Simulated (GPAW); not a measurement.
## linear V chain, spacing 2.614 A: anisotropy with GPAW

One collinear state of linear V chain, spacing 2.614 A is converged, and its anisotropy computed from it.

Program: GPAW 26.7.0. Level of theory: LDA; plane waves with GPAW's PAW setups, scalar-relativistic. Results are calculated unless marked as measured.

## Step 1: Starting point

The cell holds 1 atom: 1 V. Cell: a = 12.000 Å, b = 12.000 Å, c = 2.614 Å, α = 90.0°, β = 90.0°, γ = 90.0°. model lattice. Vacuum lies along a and b. The structure's axis is c.

## Step 2: The magnetic state

All later steps read the density of this run.

Contents of order1.py:

```python
import json
import numpy as np
from ase import Atoms
from ase.parallel import paropen, parprint
from gpaw import GPAW

atoms = Atoms(['V'],
    cell=[[12.0, 0.0, 0.0],
         [0.0, 12.0, 0.0],
         [0.0, 0.0, 2.614]],
    scaled_positions=[[0.5, 0.5, 0.0]],
    pbc=True,
    magmoms=[1.5])
atoms.calc = GPAW(mode={'name': 'pw', 'ecut': 550},
    xc='LDA',
    kpts={'size': (1, 1, 10), 'gamma': True},
    occupations={'name': 'fermi-dirac', 'width': 0.1},
    convergence={'density': 1e-05, 'energy': 1e-05},
    maxiter=200,
    txt='order1.txt')
e = atoms.get_potential_energy(force_consistent=True)
res = {'free_energy': e, 'energy_sigma0': atoms.get_potential_energy(), 'fermi_energy': atoms.calc.get_fermi_level()}
res['moments'] = atoms.get_magnetic_moments().tolist()
res['total'] = atoms.get_magnetic_moment()
parprint('site moments (muB):', np.round(res['moments'], 3))
parprint(f"total moment: {res['total']:.3f} muB")
parprint(f'free energy: {e:.6f} eV')
atoms.calc.write('order1.gpw')
with paropen('results.json', 'w') as f:
    json.dump(res, f)
```

Command:

```
OMP_NUM_THREADS=1 python3 order1.py > order1.log
```

Log:

```text
site moments (muB): [2.946]
total moment: 4.000 muB
free energy: -4.759572 eV

--- order1.txt ---
Input parameters:
  mode=PW(ecut=550),
  convergence={'density': 1e-05, 'energy': 1e-05},
  kpts=MonkhorstPack(size=(1, 1, 10), gamma=True),
  maxiter=200,
  occupations=Occupations(name='fermi-dirac', width=0.1),
  xc=XC(name='LDA')

Diagonalizing LCAO Hamiltonian
Converting LCAO to pw mode
        .----------------------------.
       /|                            |
      / |                            |
     /  .----------------------------.
    /  /                            /
   /  /                            /
  /  /                            /
 *  /              V             /
 | /                            /
 |/                            /
 *----------------------------*

Atoms  # Å, Bohr magnetons
|   | symbol |        x |        y |        z |    initial magnetic moments |
|---|--------|----------|----------|----------|-----------------------------|
| 0 |      V | 6.000000 | 6.000000 | 0.000000 | ( 0.0000,  0.0000,  1.5000) |

Unit cell  # Å
| periodic |         x |         y |        z |   lengths |    angles |
|----------|-----------|-----------|----------|-----------|-----------|
|      yes | 12.000000 |  0.000000 | 0.000000 | 12.000000 | 90.000000 |
|      yes |  0.000000 | 12.000000 | 0.000000 | 12.000000 | 90.000000 |
|      yes |  0.000000 |  0.000000 | 2.614000 |  2.614000 | 90.000000 |

Number of symmetries: 16

BZ-sampling:
  Number of BZ points: 10
  Number of IBZ points: 6

  Monkhorst-Pack size: [1, 1, 10]
  Monkhorst-Pack shift: [0.0, 0.0, 0.05]

Plane wave coefficients: 11074
Cutoff: 550.0 eV

Spin-components: 2 (collinear spins)
Bands:           13
Projectors:      6
Spin-degeneracy: 1
Datatype:        complex128

Parallelization:
  kpt:    1
  domain: 1
  band:   1

Density:
  Valence electrons: 13.0
  Components: 2
  Grid points: [70 70 15]
  Charge: 0.0  # |e|

Potential:
  Grid points: [70 70 15]

[... setups left out ...]
Reference energy: -25767.601835  # eV

eigensolver:
  PPCG
  Converge bands: occupied
  niter=2

density mixing:
  MSR1-Mixer
  Pratt-step length: 0.05
  Maximum mixing coefficient: 0.75
  Old densities: 10
  SVD Regularization: 0.005
  Good broyden scale: 1.0
  Trust region scale: 1.0
  Backstep threshold: 4.0
  History deletion threshold: 6.0
  Fourier metric: weight=20.0, sigma=0.015

occupation numbers:
  Fermi-Dirac:
    width: 0.1000  # eV

poisson solver:
  ecut: 4400.0  # eV

xc functional:
  name: None

convergence criteria:
- Maximum integral of absolute [dens]ity change: 1e-05 electrons / valence electron
- Maximum [total energy] change in last 3 cyles: 1e-05 eV / valence electron
- Maximum integral of absolute [eigenst]ate change: 4e-08 eV^2 / valence electron
maximum number of iterations: 200

SCF iterations
|iter     |      energy | eigst |  dens |  magmom |
|---------|-------------|-------|-------|---------|
|iter:   1|       0s |   -4.805828 | +0.32 |       |  +1.5048|
|iter:   2|       3s |   -4.618243 | -0.75 | -0.72 |  +1.5530|
|iter:   3|       6s |   -4.287132 | -0.88 | -0.78 |  +1.9313|
|iter:   4|       8s |   -4.434274 | -2.04 | -0.98 |  +2.4316|
|iter:   5|      10s |   -4.667402 | -1.20 | -0.98 |  +4.6947|
|iter:   6|      13s |   -4.686497 | -1.56 | -1.04 |  +3.5155|
|iter:   7|      16s |   -4.710874 | -2.50 | -1.31 |  +4.1412|
|iter:   8|      18s |   -4.714261 | -3.67 | -1.88 |  +3.9570|
|iter:   9|      20s |   -4.713881 | -3.93 | -2.28 |  +4.0261|
|iter:  10|      21s |   -4.714055 | -4.92 | -2.57 |  +4.0135|
|iter:  11|      23s |   -4.714199 | -5.37 | -2.87 |  +4.0005|
|iter:  12|      25s |   -4.714204 | -6.20 | -4.21 |  +3.9996|
|iter:  13|      28s |   -4.714199c| -6.77 | -4.07 |  +4.0002|
|iter:  14|      31s |   -4.714197c| -7.28 | -4.61 |  +4.0004|
|iter:  15|      33s |   -4.714196c| -7.67c| -5.77c|  +4.0004|

Converged in 15 steps
Energy contributions relative to reference atoms: (reference = -25767.601835)

Energy contributions:
  Kinetic:          -1.016137
  Coulomb:           3.861631
  Zero:              0.051538
  External:          0.000000
  Xc:               -7.565853
  Entropy:          -0.090751
  Spinorbit:         0.000000
  ----------------------------
  Free energy:      -4.759572
  Extrapolated:     -4.714196

dipole moment: (0.000000, 0.000000, -6.165831)  # |e|*Ang

Total magnetic moment: (0.000000, 0.000000, 4.000374)

Local magnetic moments
|        x |        y |        z |
|----------|----------|----------|
| 0.000000 | 0.000000 | 2.945773 |  # V    0

Fermi level: -3.331
Eigenvalues  # (at kpt = [0.000, 0.000, 0.000])
| band index |      eig [eV] | occ [0-1] |      eig [eV] | occ [0-1] |
|------------|---------------|-----------|---------------|-----------|
|          0 |       -67.635 |     1.000 |       -64.801 |     1.000 |
|          1 |       -41.807 |     1.000 |       -39.014 |     1.000 |
|          2 |       -41.807 |     1.000 |       -38.938 |     1.000 |
|          3 |       -41.685 |     1.000 |       -38.938 |     1.000 |
|          4 |        -6.876 |     1.000 |        -5.059 |     1.000 |
|          5 |        -4.743 |     1.000 |        -2.682 |     0.002 |
|          6 |        -3.976 |     0.998 |        -1.526 |     0.000 |
|          7 |        -3.976 |     0.998 |        -1.523 |     0.000 |
|          8 |        -2.419 |     0.000 |        -1.388 |     0.000 |
|          9 |        -2.419 |     0.000 |        -1.388 |     0.000 |
|         10 |        -2.368 |     0.000 |         0.251 |     0.000 |
|         11 |        -2.368 |     0.000 |         0.251 |     0.000 |
|         12 |         0.151 |     0.000 |         0.316 |     0.000 |

No gap
No difference between direct/indirect transitions
```

Elapsed: 41 s, on 1 MPI rank of Intel Xeon Platinum 8488C (Sapphire Rapids), shared host; peak memory 0.32 GiB.

Numbers from this step:

| Property | Result |
| --- | --- |
| magnetization | 4.000 μB |
| final state | ferromagnetic |
| largest moment | 2.946 μB |

After 15 cycles the largest moment stands at 2.95 μB.

## Step 3: More states at fixed density

The steps that follow sum over empty states, which the ground-state run does not converge; 12 states a spin are converged here at the frozen density and written with their wave functions.

It starts from the saved density of the lowest of the states tried.

Contents of nscf.py:

```python
from gpaw import GPAW

calc = GPAW('order1.gpw').fixed_density(
    kpts={'size': (1, 1, 16), 'gamma': True},
    nbands=16,
    convergence={'bands': 12, 'eigenstates': 1e-9},
    parallel={'domain': 1},
    txt='nscf.txt')
calc.write('nscf.gpw', mode='all')
```

Command:

```
OMP_NUM_THREADS=1 python3 nscf.py > nscf.log
```

Log:

```text
Input parameters:
  mode=PW(ecut=550),
  convergence={'bands': 12, 'eigenstates': 1e-09},
  gpts=array([70, 70, 15]),
  kpts=MonkhorstPack(size=(1, 1, 16), gamma=True),
  maxiter=200,
  nbands=16,
  occupations=Occupations(name='fermi-dirac', width=0.1),
  parallel={'domain': 1},
  xc=XC(name='LDA')
```

Elapsed: 72 s, on 1 MPI rank; peak memory 0.38 GiB.

## Step 4: Energy against the direction of the moments

Spin–orbit coupling is added in the basis of the saved states for each direction of the moments. The change in the band energy is the anisotropy energy, with no new self-consistent run.

Contents of anisotropy.py:

```python
import json
import numpy as np
from ase.parallel import paropen, parprint
from gpaw import GPAW
from gpaw.spinorbit import soc_eigenstates

calc = GPAW('nscf.gpw')
angles = [[0.0, 0.0], [90.0, 0.0], [90.0, 90.0], [90.0, 45.0], [54.7356, 45.0], [45.0, 0.0]]  # theta, phi in degrees
res = {'rows': []}
for scale in [1.0, 0.5, 2.0]:
    e0 = None
    for theta, phi in angles:
        soc = soc_eigenstates(calc, n2=12, scale=scale, theta=theta, phi=phi)
        e = soc.calculate_band_energy()
        e0 = e if e0 is None else e0
        orbital = soc.get_orbital_magnetic_moments()
        res['rows'].append([scale, theta, phi, 1000 * (e - e0), orbital.tolist()])
        parprint(f'scale {scale} theta {theta:6.1f} phi {phi:6.1f}  dE = {1000 * (e - e0):9.4f} meV  |L| =', np.round(np.linalg.norm(orbital, axis=1), 4))
with paropen('results.json', 'w') as f:
    json.dump(res, f)
```

Command:

```
OMP_NUM_THREADS=1 python3 anisotropy.py > anisotropy.log
```

Log:

```text
scale 1.0 theta    0.0 phi    0.0  dE =    0.0000 meV  |L| = [0.1166]
scale 1.0 theta   90.0 phi    0.0  dE =    0.8147 meV  |L| = [0.0407]
scale 1.0 theta   90.0 phi   90.0  dE =    0.8145 meV  |L| = [0.0407]
scale 1.0 theta   90.0 phi   45.0  dE =    0.8147 meV  |L| = [0.0407]
scale 1.0 theta   54.7 phi   45.0  dE =    0.5427 meV  |L| = [0.0752]
scale 1.0 theta   45.0 phi    0.0  dE =    0.4067 meV  |L| = [0.0874]
scale 0.5 theta    0.0 phi    0.0  dE =    0.0000 meV  |L| = [0.0582]
scale 0.5 theta   90.0 phi    0.0  dE =    0.2023 meV  |L| = [0.0204]
scale 0.5 theta   90.0 phi   90.0  dE =    0.2023 meV  |L| = [0.0204]
scale 0.5 theta   90.0 phi   45.0  dE =    0.2023 meV  |L| = [0.0204]
scale 0.5 theta   54.7 phi   45.0  dE =    0.1350 meV  |L| = [0.0375]
scale 0.5 theta   45.0 phi    0.0  dE =    0.1012 meV  |L| = [0.0436]
scale 2.0 theta    0.0 phi    0.0  dE =    0.0000 meV  |L| = [0.2323]
scale 2.0 theta   90.0 phi    0.0  dE =    3.2716 meV  |L| = [0.0811]
scale 2.0 theta   90.0 phi   90.0  dE =    3.2706 meV  |L| = [0.0812]
scale 2.0 theta   90.0 phi   45.0  dE =    3.2716 meV  |L| = [0.0811]
scale 2.0 theta   54.7 phi   45.0  dE =    2.1673 meV  |L| = [0.1507]
scale 2.0 theta   45.0 phi    0.0  dE =    1.6197 meV  |L| = [0.1751]
```

It took 2.9 s on 1 MPI rank; peak memory 0.21 GiB.

Theta from the Cartesian z axis, phi from x; spin up lies along the direction. Anisotropy, by row:

```tsv
spin-orbit scale	theta (degrees)	phi (degrees)	band energy less that along z (meV a cell)	orbital moment of atom 1 along the direction (μB)	sum of orbital moments along the direction (μB a cell)
1	0	0	0	-0.1166	-0.1166
1	90	0	0.8147	-0.04069	-0.04069
1	90	90	0.8145	-0.04071	-0.04071
1	90	45	0.8147	-0.04069	-0.04069
1	54.74	45	0.5427	-0.06608	-0.06608
1	45	0	0.4067	-0.07874	-0.07874
0.5	0	0	0	-0.05824	-0.05824
0.5	90	0	0.2023	-0.02038	-0.02038
0.5	90	90	0.2023	-0.02039	-0.02039
0.5	90	45	0.2023	-0.02038	-0.02038
0.5	54.74	45	0.135	-0.03301	-0.03301
0.5	45	0	0.1012	-0.03932	-0.03932
2	0	0	0	-0.2323	-0.2323
2	90	0	3.272	-0.08113	-0.08113
2	90	90	3.271	-0.08117	-0.08117
2	90	45	3.272	-0.08114	-0.08114
2	54.74	45	2.167	-0.1323	-0.1323
2	45	0	1.62	-0.1575	-0.1575
```

## Step 5: Summary of results

- state: ferromagnetic
- largest site moment: 2.95 μB
- spread of the directions' energies: 0.815 meV a cell
- easiest direction tried: theta 0°, phi 0°

**Reading.** About the ferromagnetic state the directions differ by 0.815 meV a cell, with theta 0°, phi 0° easiest. The anisotropy comes from the force theorem at a frozen potential; it needs a check on a finer mesh, and shape anisotropy is not in it. Doubling the coupling multiplies the difference between the first two directions by 4.0; second-order perturbation theory gives 4.

[Logs and program files are shortened in this print: banners, set-up blocks, solver, clock and traceback lines can be left out without a mark of their own.]

[Logs are printed without paths, hosts, clocks, repeated set-up lines and the standing remarks that a program may print on its own settings, such as how far it seeks lower states.]

[Hosts, paths, dates, database ids (printed as entryN), source tags and the programs' standing remarks are cut or masked in the printed files.]

[Where a cell is said to come from a database of computed structures, the database is the Materials Project.]
